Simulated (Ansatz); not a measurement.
# Bands, cutoff and cost in G0W0 for LaGaO3 (Pnma), part 2 of 2

How do accuracy and time trade against each other in G0W0 on LaGaO3 (Pnma)?

Ansatz 0.2.0; G0W0 on LDA, plane waves, PAW. Known limits of the many-body steps: not at the basis limit; f levels unsure; no spin-orbit coupling; coarse k mesh.

So far. Step 2 (701 empty bands, screening to 120 eV): The gap on the mesh goes from 3.65 eV to 5.39 eV, a correction of +1.74 eV. Between the two edge states, bare exchange in place of the xc potential would open the gap by 10.02 eV, and correlation takes back 8.28 eV. Step 3 (1508 empty bands, screening to 200 eV): Against the run with 4×2×4 mesh, 701 empty bands, screening to 120 eV, hard PAW files, the gap moves by +0.05 eV.

**4. 2910 empty bands, screening to 310 eV**

Contents of input.yaml:

```yaml
crystal:
  lattice:
    - [5.48589, 0.0, 0.0]
    - [0.0, 7.76421, 0.0]
    - [0.0, 0.0, 5.51395]
  atoms:
    - { symbol: La, position: [0.98, 0.25, 0.005] }
    - { symbol: La, position: [0.02, 0.75, 0.995] }
    - { symbol: La, position: [0.52, 0.75, 0.505] }
    - { symbol: La, position: [0.48, 0.25, 0.495] }
    - { symbol: Ga, position: [0.0, 0.0, 0.5] }
    - { symbol: Ga, position: [0.0, 0.5, 0.5] }
    - { symbol: Ga, position: [0.5, 0.0, 0.0] }
    - { symbol: Ga, position: [0.5, 0.5, 0.0] }
    - { symbol: O, position: [0.513, 0.25, 0.929] }
    - { symbol: O, position: [0.487, 0.75, 0.071] }
    - { symbol: O, position: [0.987, 0.75, 0.429] }
    - { symbol: O, position: [0.013, 0.25, 0.571] }
    - { symbol: O, position: [0.723, 0.0367, 0.281] }
    - { symbol: O, position: [0.277, 0.5367, 0.719] }
    - { symbol: O, position: [0.777, 0.9633, 0.781] }
    - { symbol: O, position: [0.223, 0.4633, 0.219] }
    - { symbol: O, position: [0.277, 0.9633, 0.719] }
    - { symbol: O, position: [0.723, 0.4633, 0.281] }
    - { symbol: O, position: [0.223, 0.0367, 0.219] }
    - { symbol: O, position: [0.777, 0.5367, 0.781] }
kpoints:
  mp_grid: { grid: [4, 2, 4] }
hamiltonian:
  xc: lda
  pseudopotentials: { kind: paw, source: ansatz }
scf:
  occupations: { method: fixed }
gw:
  n_empty_bands: 2910
  ecut_chi: 310.0
  qp_bands: [v4, c4]
  qp_kpoints: band_edges
  screening: { model: contour_deformation }
```

Launch:

```sh
> ansatz run input.yaml --threads 16 --pin off --max-ram 92160MiB --backend cuda --events-out ev --progress --plain --runs-dir out --devices 1 --max-vram 157GiB
```

Numbers of over 12 decimals in the logs are rounded to 6 here.

What it wrote:

```text
GPUs: using 1 of 1 available (devices: 1).
[...]
Crystal: 20 atoms, lattice volume = 234.859 Å³
Basis set: ecut = 1020 eV, 17373 PW (Γ)
Bands: 120, of which v1, the nominal top of the filled ones, is band 100 counted from 1 (99 counted from 0)
Symmetry: 8 space group operations
[...]
k-points: 18 of 32
[...]
17    99     11.1887   -26.0659     4.0347   -21.1112  0.7558    10.2584    10.2687  root
    17   100     11.1887   -26.0659     4.0347   -21.1112  0.7558    10.2584    10.2687  root
    17   101     16.2554   -19.0946    -9.8681   -32.5431  0.7324    20.3221    19.8358  root ?
    17   102     16.2554   -19.0946    -9.8681   -32.5431  0.7324    20.3221    19.8358  root ?
    17   103     16.2554   -19.0946    -9.8681   -32.5431  0.7324    20.3221    19.8358  root ?
    17   104     16.2554   -19.0946    -9.8681   -32.5431  0.7324    20.3221    19.8358  root ?
[key lines of the parts left out:]
SCF converged after 10 iterations
```

Run time: 8.1 min. Hardware: 1 × NVIDIA GB200 with 16 threads of Arm Neoverse V2, shared host; peak memory 39 GiB.

Numbers from this step:

```yaml
bands_summed: 3010
rpa_eps_infinity_on_this_mesh_eigenvalues: 4.872, 4.879, 5.001
plane_waves_in_the_screening_matrix: 2903
g0w0_gap_on_the_mesh: 5.484 eV
k_of_the_valence_top: -0.5, 0, -0.5
k_of_the_conduction_bottom: 0, 0, 0
starting_gap_on_the_mesh: 3.651 eV
least_direct_g0w0_gap_on_the_computed_points: 5.580 eV
```

Against the run with 4×2×4 mesh, 1508 empty bands, screening to 200 eV, hard PAW files, the gap moves by +0.04 eV.

**5. Changing the k mesh: 4×4×4 mesh, 701 empty bands, screening to 120 eV, hard PAW files**

A second mesh at equal bands and cutoff isolates the sampling error. Bands and cutoff differ from the step before, so it is read against an earlier run that matches them.

Edit input.yaml of step 4 so:

```diff
@@ -27,3 +27,3 @@
 kpoints:
-  mp_grid: { grid: [4, 2, 4] }
+  mp_grid: { grid: [4, 4, 4] }
 hamiltonian:
@@ -34,4 +34,4 @@
 gw:
-  n_empty_bands: 2910
-  ecut_chi: 310.0
+  n_empty_bands: 701
+  ecut_chi: 120.0
   qp_bands: [v4, c4]
```

What it wrote:

```text
GPUs: using 1 of 1 available (devices: 1).
[...]
Crystal: 20 atoms, lattice volume = 234.859 Å³
Basis set: ecut = 1020 eV, 17373 PW (Γ)
Bands: 120, of which v1, the nominal top of the filled ones, is band 100 counted from 1 (99 counted from 0)
Symmetry: 8 space group operations
[...]
k-points: 27 of 64
[...]
26    99     11.1886   -26.0594     4.5141   -21.1112  0.7618    10.7524    10.7545  root
    26   100     11.1886   -26.0594     4.5141   -21.1112  0.7618    10.7524    10.7545  root
    26   101     16.2553   -19.0962    -9.5915   -32.5432  0.7355    20.6800    20.1109  root ?
    26   102     16.2553   -19.0962    -9.5915   -32.5432  0.7355    20.6800    20.1109  root ?
    26   103     16.2553   -19.0962    -9.5915   -32.5432  0.7355    20.6800    20.1109  root ?
    26   104     16.2553   -19.0962    -9.5915   -32.5432  0.7355    20.6800    20.1109  root ?
[key lines of the parts left out:]
SCF converged after 10 iterations
```

Elapsed: 2.7 min, on 1 × NVIDIA GB200 with 16 threads; peak memory 11 GiB.

This step gave:

- bands summed: 801
- RPA ε∞ on this mesh (eigenvalues): 4.891, 4.902, 5.028
- plane waves in the screening matrix: 681
- G0W0 gap on the mesh: 5.394 eV
- k of the valence top: -0.5, 0, -0.5
- k of the conduction bottom: 0, 0, 0
- starting gap on the mesh: 3.651 eV
- least direct G0W0 gap on the computed points: 5.492 eV

Against the run with 4×2×4 mesh, 701 empty bands, screening to 120 eV, hard PAW files, the gap moves by −0.001 eV.

**6. Side by side**

Times are wall times on 1 × NVIDIA GB200 with 16 threads of Arm Neoverse V2, shared host, good to a factor of about two.

| mesh | files | frequency | bands summed | cutoff (eV) | start (eV) | G0W0 (eV) | time | host memory (GiB) |
| --- | --- | --- | --- | --- | --- | --- | --- | --- |
| 4×2×4 | hard PAW | contour deformation | 801 | 120 | 3.651 | 5.394 | 68 s | 7.9 |
| 4×2×4 | hard PAW | contour deformation | 1608 | 200 | 3.651 | 5.446 | 2.8 min | 16 |
| 4×2×4 | hard PAW | contour deformation | 3010 | 310 | 3.651 | 5.484 | 8.1 min | 39 |
| 4×4×4 | hard PAW | contour deformation | 801 | 120 | 3.651 | 5.394 | 2.7 min | 11 |

The parts of the quasiparticle energy at the two band edges (eV; QP = start + Σx + Σc − Vxc):

| run | edge | start | Σx | Σc | Vxc | Z | QP |
| --- | --- | --- | --- | --- | --- | --- | --- |
| 801 bands | valence top | 11.47 | -26.21 | 4.53 | -21.26 | 0.76 | 11.04 |
| 801 bands | conduction bottom | 15.12 | -14.27 | -3.74 | -19.34 | 0.82 | 16.44 |
| 1608 bands | valence top | 11.47 | -26.21 | 4.24 | -21.26 | 0.76 | 10.75 |
| 1608 bands | conduction bottom | 15.12 | -14.27 | -3.99 | -19.34 | 0.81 | 16.20 |
| 3010 bands | valence top | 11.47 | -26.21 | 4.03 | -21.26 | 0.76 | 10.54 |
| 3010 bands | conduction bottom | 15.12 | -14.27 | -4.16 | -19.34 | 0.81 | 16.03 |

**7. Summary of results**

```
801 bands, 120 eV                   : 5.394 eV
1608 bands, 200 eV                  : 5.446 eV
3010 bands, 310 eV                  : 5.484 eV
estimated limit in bands and cutoff : 5.53 eV
mesh and start                      : 4×2×4, LDA
```

**Reading.** A line in one over the bands through the two highest rungs gives 5.53 eV, +0.04 eV from the top rung; the pair below gives 5.50 eV, so the estimate is still climbing. The rungs stand 0.13 eV (801 bands), 0.08 eV (1608 bands) and 0.04 eV (3010 bands) from it. From 801 to 3010 bands the gap moves by +0.09 eV while the time grows 7.1-fold. Σc changes by −0.50 eV at the valence top and −0.41 eV at the conduction bottom, so the levels themselves move more than the gap between them. On the 4×4×4 mesh in place of 4×2×4 the gap differs by −0.001 eV, of which +0.00 eV is already in the start. The cheapest rung within 0.1 eV of this estimate is that with 1608 bands (2.8 min). Gaps are over the mesh's points; an edge off the mesh would be missed. The 4×2×4 mesh is coarse for this cell (its supercell is 16 Å along the shortest edge). The RPA ε∞ on it, from the LDA start, is 4.87, 4.88 and 5.00; such meshes misread the long-range screening, most where the gap is narrow. Empty 4f levels lie among the conduction bands. Their place in the start is unsure; it enters the screening, and the edge itself where they lie low. The many-body steps are scalar-relativistic: spin-orbit coupling is not in them.

[Paths, hosts, dates, memory and timing lines, banners, echoed tables and standing remarks are left out of the program output.]

[Logs are printed without paths, hosts, clocks, repeated set-up lines and the standing remarks that a program may print on its own settings, such as how far it seeks lower states.]

[Runs of the session that timed out or met a known fault of the program may be left out.]

[Cells called generated may have been cut or substituted from an entry of the Crystallography Open Database or the Materials Project.]

[Hosts, paths, dates, database ids (printed as entryN), source tags and the programs' standing remarks are cut or masked in the printed files.]
